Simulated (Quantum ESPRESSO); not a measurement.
# La2Fe2Se2O3: parallel and opposed starts, part 2 of 2

Does La2Fe2Se2O3 prefer parallel or opposed moments?

Quantum ESPRESSO 7.5; LDA with U = 4.5 eV on Fe d (ortho-atomic projectors); plane waves with GBRV 1.5 LDA potentials, no spin-orbit coupling.

So far, absolute magnetization (μB): step 2 (run 1 (ferro ++)) 8.03.

**3. Start 2: antiferro +−**

Input file pw.in:

```
&CONTROL
  calculation = 'scf'
  prefix = 'pwscf'
  outdir = './tmp'
  pseudo_dir = './pseudo'
  disk_io = 'nowf'
/
&SYSTEM
  ibrav = 0
  nat = 9
  ntyp = 5
  ecutwfc = 40
  ecutrho = 280
  nbnd = 55
  occupations = 'smearing'
  smearing = 'fd'
  degauss = 0.00367493
  nspin = 2
  starting_magnetization(1) = 0
  starting_magnetization(2) = 0.25
  starting_magnetization(3) = -0.25
  starting_magnetization(4) = 0
  starting_magnetization(5) = 0
/
&ELECTRONS
  conv_thr = 1.8d-08
  electron_maxstep = 150
  mixing_beta = 0.3
/
ATOMIC_SPECIES
La    138.9055 la_lda_v1.uspp.F.UPF
Fe1    55.8450 fe_lda_v1.5.uspp.F.UPF
Fe2    55.8450 fe_lda_v1.5.uspp.F.UPF
Se     78.9710 se_lda_v1.uspp.F.UPF
O      15.9990 o_lda_v1.2.uspp.F.UPF
CELL_PARAMETERS angstrom
  -2.0608245057    2.0608395062    9.4894935136
   2.0608245057   -2.0608395062    9.4894935136
   2.0608245057    2.0608395062   -9.4894935136
ATOMIC_POSITIONS crystal
La      0.3136675000    0.3136675000    0.0000000000
La      0.6863325000    0.6863325000    0.0000000000
Fe1     0.0000000000    0.5000000000    0.5000000000
Fe2     0.5000000000    0.0000000000    0.5000000000
Se      0.9021490000    0.9021490000    0.0000000000
Se      0.0978510000    0.0978510000    0.0000000000
O       0.5000000000    0.5000000000    0.0000000000
O       0.2500010000    0.7500010000    0.5000000000
O       0.7499990000    0.2499990000    0.5000000000
K_POINTS automatic
6 6 6 0 0 0
HUBBARD {ortho-atomic}
U Fe1-3d 4.5000
U Fe2-3d 4.5000
```

The run is started by

```bash
$ OMP_NUM_THREADS=1 mpirun -n 4 pw.x -nk 4 -in pw.in > pw.out
```

What it wrote:

```text
[banner, memory and clock lines left out]
Program PWSCF v.7.5 starts

     Message from routine setup:
     using ibrav=0 with symmetry is DISCOURAGED, use correct ibrav instead

     bravais-lattice index     =            0
     lattice parameter (alat)  =      18.7592  a.u.
     unit-cell volume          =    1087.8896 (a.u.)^3
     number of atoms/cell      =            9
     number of atomic types    =            5
     number of electrons       =        84.00
     number of Kohn-Sham states=           55
     kinetic-energy cutoff     =      40.0000  Ry
     charge density cutoff     =     280.0000  Ry
     scf convergence threshold =      1.8E-08
     mixing beta               =       0.3000
     number of iterations used =            8  plain     mixing
     Exchange-correlation= SLA  PZ   NOGX NOGC
                           (   1   1   0   0   0   0   0)
     Hubbard projectors: ortho-atomic
     Hubbard parameters of DFT+U (Dudarev formulation) in eV:
     U(Fe1-3d) =  4.5000
     U(Fe2-3d) =  4.5000

     Internal variables: lda_plus_u =T, lda_plus_u_kind = 0

     Internal variables: orbital_resolved =F, hub_pot_fix =F, apply_U = F

     celldm(1)=  18.759237  celldm(2)=   0.000000  celldm(3)=   0.000000
     celldm(4)=   0.000000  celldm(5)=   0.000000  celldm(6)=   0.000000

     crystal axes: (cart. coord. in units of alat)
               a(1) = (  -0.207599   0.207600   0.955931 )
               a(2) = (   0.207599  -0.207600   0.955931 )
               a(3) = (   0.207599   0.207600  -0.955931 )

     reciprocal axes: (cart. coord. in units 2 pi/alat)
               b(1) = ( -0.000000  2.408475  0.523050 )
               b(2) = (  2.408492  0.000000  0.523050 )
               b(3) = (  2.408492  2.408475  0.000000 )

     PseudoPot. # 1 for La read from file:
     la_lda_v1.uspp.F.UPF
     Pseudo is Ultrasoft + core correction, Zval = 11.0

     PseudoPot. # 2 for Fe read from file:
     fe_lda_v1.5.uspp.F.UPF
     Pseudo is Ultrasoft + core correction, Zval = 16.0

     PseudoPot. # 3 for Fe read from file:
     fe_lda_v1.5.uspp.F.UPF
     Pseudo is Ultrasoft + core correction, Zval = 16.0

     PseudoPot. # 4 for Se read from file:
     se_lda_v1.uspp.F.UPF
     Pseudo is Ultrasoft + core correction, Zval =  6.0

     PseudoPot. # 5 for O  read from file:
     o_lda_v1.2.uspp.F.UPF
     Pseudo is Ultrasoft + core correction, Zval =  6.0

     atomic species   valence    mass     pseudopotential
     La               11.00   138.90550     La( 1.00)
     Fe1              16.00    55.84500     Fe( 1.00)
     Fe2              16.00    55.84500     Fe( 1.00)
     Se                6.00    78.97100     Se( 1.00)
     O                 6.00    15.99900     O ( 1.00)

     Starting magnetic structure
     atomic species   magnetization
     La              0.000
     Fe1             0.250
     Fe2            -0.250
     Se              0.000
     O               0.000

      8 Sym. Ops., with inversion, found

   Cartesian axes

     site n.     atom                  positions (alat units)
         1        La     tau(   1) = (   0.0000000  -0.0000000   0.5996892  )
         2        La     tau(   2) = (   0.0000000   0.0000000   1.3121736  )
         3        Fe1    tau(   3) = (   0.2075987   0.0000000   0.0000000  )
         4        Fe2    tau(   4) = (   0.0000000   0.2076003   0.0000000  )
         5        Se     tau(   5) = (  -0.0000000   0.0000000   1.7247852  )
         6        Se     tau(   6) = (   0.0000000   0.0000000   0.1870777  )
         7        O      tau(   7) = (   0.0000000   0.0000000   0.9559314  )
         8        O      tau(   8) = (   0.2075987  -0.0000000   0.4779676  )
         9        O      tau(   9) = (   0.0000000   0.2076003   0.4779638  )

     number of k points=    46  Fermi-Dirac smearing, width (Ry)=  0.0037
                       cart. coord. in units 2pi/alat
        k(    1) = (   0.0000000   0.0000000   0.0000000), wk =   0.0046296
        k(    2) = (   0.4014154   0.4014125   0.0000000), wk =   0.0185185
        k(    3) = (   0.8028308   0.8028250   0.0000000), wk =   0.0185185
        k(    4) = (  -1.2042462  -1.2042375   0.0000000), wk =   0.0092593
        k(    5) = (   0.4014154   0.0000000   0.0871750), wk =   0.0185185
        [... 41 further k-points ...]

     Dense  grid:    86063 G-vectors     FFT dimensions: ( 100, 100, 100)

     Smooth grid:    37233 G-vectors     FFT dimensions: (  75,  75,  75)

     Check: negative core charge=   -0.000014
     Generating pointlists ...
     new r_m :   0.0993 (alat units)  1.8622 (a.u.) for type    1
     new r_m :   0.0856 (alat units)  1.6064 (a.u.) for type    2
     new r_m :   0.0856 (alat units)  1.6064 (a.u.) for type    3
     new r_m :   0.1153 (alat units)  2.1625 (a.u.) for type    4
     new r_m :   0.0856 (alat units)  1.6064 (a.u.) for type    5

     Initial potential from superposition of free atoms

     starting charge      81.9426, renormalised to      84.0000

     negative rho (up, down):  8.550E-02 8.550E-02

     STARTING HUBBARD OCCUPATIONS:

     =================== HUBBARD OCCUPATIONS ===================
     ------------------------ ATOM    3 ------------------------
     Tr[ns(  3)] (up, down, total) =   5.00000  0.00000  5.00000
     Atomic magnetic moment for atom   3 =   5.00000
     [... lines left out ...]
     ------------------------ ATOM    4 ------------------------
     Tr[ns(  4)] (up, down, total) =   0.00000  5.00000  5.00000
     Atomic magnetic moment for atom   4 =  -5.00000
     [... lines left out ...]
     Number of occupied Hubbard levels =   10.0000

     Atomic wfc used for Hubbard projectors are orthogonalized

     Starting wfcs are   86 randomized atomic wfcs

     Self-consistent Calculation

     iteration #  1     ecut=    40.00 Ry     beta= 0.30
     Davidson diagonalization with overlap
     ethr =  1.00E-02,  avg # of iterations =  4.6

     =================== HUBBARD OCCUPATIONS ===================
     ------------------------ ATOM    3 ------------------------
     Tr[ns(  3)] (up, down, total) =   4.96364  4.30058  9.26422
     Atomic magnetic moment for atom   3 =   0.66305
     [... lines left out ...]
     ------------------------ ATOM    4 ------------------------
     Tr[ns(  4)] (up, down, total) =   4.30086  4.96361  9.26448
     Atomic magnetic moment for atom   4 =  -0.66275
     [... lines left out ...]
     Number of occupied Hubbard levels =   18.5287

     negative rho (up, down):  8.348E-02 8.348E-02

     total energy              =    -866.11798066 Ry
     estimated scf accuracy    <      51.84330126 Ry

     total magnetization       =     0.00 Bohr mag/cell
     absolute magnetization    =     2.07 Bohr mag/cell

     iteration #  2     ecut=    40.00 Ry     beta= 0.30
     Davidson diagonalization with overlap
     ethr =  1.00E-02,  avg # of iterations =  7.4

     negative rho (up, down):  1.688E-04 1.671E-04

     total energy              =    -861.12887549 Ry
     estimated scf accuracy    <     673.51724029 Ry

     total magnetization       =    -0.00 Bohr mag/cell
     absolute magnetization    =     0.16 Bohr mag/cell

     [... further iterations left out ...]

     iteration # 24     ecut=    40.00 Ry     beta= 0.30
     Davidson diagonalization with overlap
     ethr =  6.80E-11,  avg # of iterations =  4.4

     negative rho (up, down):  6.195E-02 6.195E-02

     total energy              =    -888.88579058 Ry
     estimated scf accuracy    <       0.00000006 Ry

     total magnetization       =    -0.00 Bohr mag/cell
     absolute magnetization    =     7.50 Bohr mag/cell

     iteration # 25     ecut=    40.00 Ry     beta= 0.30
     Davidson diagonalization with overlap
     ethr =  6.71E-11,  avg # of iterations =  3.9

     negative rho (up, down):  6.194E-02 6.194E-02

     Magnetic moment per site  (integrated on atomic sphere of radius R)
     atom   1 (R=0.099)  charge=  6.2450  magn=  0.0000
     atom   2 (R=0.099)  charge=  6.2450  magn=  0.0000
     atom   3 (R=0.086)  charge= 13.3184  magn=  3.3235
     atom   4 (R=0.086)  charge= 13.3184  magn= -3.3235
     atom   5 (R=0.115)  charge=  4.4818  magn=  0.0000
     atom   6 (R=0.115)  charge=  4.4818  magn=  0.0000
     atom   7 (R=0.086)  charge=  5.5929  magn=  0.0000
     atom   8 (R=0.086)  charge=  5.6017  magn= -0.0000
     atom   9 (R=0.086)  charge=  5.6017  magn= -0.0000

     End of self-consistent calculation

     =================== HUBBARD OCCUPATIONS ===================
     ------------------------ ATOM    3 ------------------------
     Tr[ns(  3)] (up, down, total) =   4.91556  1.26552  6.18108
     Atomic magnetic moment for atom   3 =   3.65005
     [... lines left out ...]
     ------------------------ ATOM    4 ------------------------
     Tr[ns(  4)] (up, down, total) =   1.26552  4.91556  6.18109
     Atomic magnetic moment for atom   4 =  -3.65004
     [... lines left out ...]
     Number of occupied Hubbard levels =   12.3622

     [... lines left out ...]
     the Fermi energy is    10.4595 ev

!    total energy              =    -888.88579060 Ry
     estimated scf accuracy    <          5.5E-09 Ry
     smearing contrib. (-TS)   =      -0.00000000 Ry
     internal energy E=F+TS    =    -888.88579060 Ry

     The total energy is F=E-TS. E is the sum of the following terms:
     one-electron contribution =    -515.26609919 Ry
     hartree contribution      =     298.69809287 Ry
     xc contribution           =    -235.94302804 Ry
     ewald contribution        =    -436.51488864 Ry
     Hubbard energy            =       0.14013241 Ry

     total magnetization       =    -0.00 Bohr mag/cell
     absolute magnetization    =     7.50 Bohr mag/cell

     convergence has been achieved in  25 iterations
```

It took 9.7 min on 4 MPI ranks of AMD EPYC 9R14 (Zen 4), shared host; peak memory 2.1 GiB; 39 min of CPU time.

Spin moment in the atom's sphere by atom:

| atom | spin moment in the atom's sphere (μB) |
| --- | --- |
| La1 | 0.00 |
| La2 | 0.00 |
| Fe3 | 3.32 |
| Fe4 | -3.32 |
| Se5 | 0.00 |
| Se6 | 0.00 |
| O7 | 0.00 |
| O8 | 0.00 |
| O9 | 0.00 |

This step gave:

| Property | Result |
| --- | --- |
| smearing term TS | 8.96e-11 eV |
| magnetization | 0 μB |
| absolute magnetization | 7.501 μB |
| final state | antiferromagnetic |

**4. Ranking**

An order is kept where moments of 0.15 μB or more survive with the typed signs; meshes match where a doubled cell samples the same k points as the first cell.

Orders:

| start | final state | typed order kept | energy over the lowest (meV a seeded atom) | largest site moment (μB) | net moment (μB a cell of the first run) | mesh matched | CPU time (s) |
| --- | --- | --- | --- | --- | --- | --- | --- |
| ferro ++ | ferromagnetic | yes | 46.65 | 3.351 | 8 | yes | 2209 |
| antiferro +- | antiferromagnetic | yes | 0 | 3.324 | 0 | yes | 2317 |

**5. Occupations of the corrected shells in the lowest state**

Occupations of the Hubbard shells:

| block | type | shell | spin | electrons | occupation numbers |
| --- | --- | --- | --- | --- | --- |
| 3 | Fe1 | 3d | up | 4.916 | 0.976 0.979 0.981 0.987 0.992 |
| 3 | Fe1 | 3d | down | 1.266 | 0.041 0.044 0.099 0.137 0.945 |
| 4 | Fe2 | 3d | up | 1.266 | 0.041 0.044 0.099 0.137 0.945 |
| 4 | Fe2 | 3d | down | 4.916 | 0.976 0.979 0.981 0.987 0.992 |

**6. Outcome**

| Quantity | Value |
| --- | --- |
| lowest state found | antiferromagnetic (from antiferro +-) |
| largest site moment | 3.32 μB |
| next state with moments | ferromagnetic, 46.7 meV a seeded atom higher |

Only these 2 starts were compared; other wavevectors, canted and longer-period orders were not.

[Logs and program files are shortened in this print: banners, set-up blocks, solver, clock and traceback lines can be left out without a mark of their own.]

[Logs are printed without paths, hosts, clocks, repeated set-up lines and the standing remarks that a program may print on its own settings, such as how far it seeks lower states.]

[Hosts, paths, dates, database ids (printed as entryN), source tags and the programs' standing remarks are cut or masked in the printed files.]

[Where a cell is said to come from a database of computed structures, the database is the Materials Project.]
